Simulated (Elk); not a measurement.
An input for Elk 11.2.3 (patched build) (KCl (Sylvite)):

```
tasks
  0

xctype
  100 208 12

rgkmax
  8.5

gmaxvr
  18.0

lmaxapw
  10

lmaxo
  8

lorbcnd
  .true.

tshift
  .false.

ngridk
  6 6 6

swidth
  0.0005

maxscl
  200

mixtype
  1

epspot
  1.e-5

epsengy
  1.0

beta0
  0.05

sppath
  './'

avec
  -0.0000000000 5.9459665594 5.9459665594
  5.9459665594 0.0000000000 5.9459665594
  5.9459665594 5.9459665594 -0.0000000000

atoms
  2
  'K.in'
  1
  0.0000000000 0.0000000000 0.0000000000
  'Cl.in'
  1
  0.5000000000 0.5000000000 0.5000000000
```

```sh
OMP_NUM_THREADS=4 elk > log
```

How long will it take on 4 threads of Arm Neoverse V1, shared host, and how much memory?

It took 59 s; on shared hardware allow 29 s to 2 min. Peak host memory was 0.2 GiB.

[Paths, hosts, dates, memory and timing lines, banners, echoed tables and standing remarks are left out of the program output.]

[Logs are printed without paths, hosts, clocks, repeated set-up lines and the standing remarks that a program may print on its own settings, such as how far it seeks lower states.]

[Runs of the session that timed out or met a known fault of the program may be left out.]

[Hosts, paths, dates, database ids (printed as entryN), source tags and the programs' standing remarks are cut or masked in the printed files.]
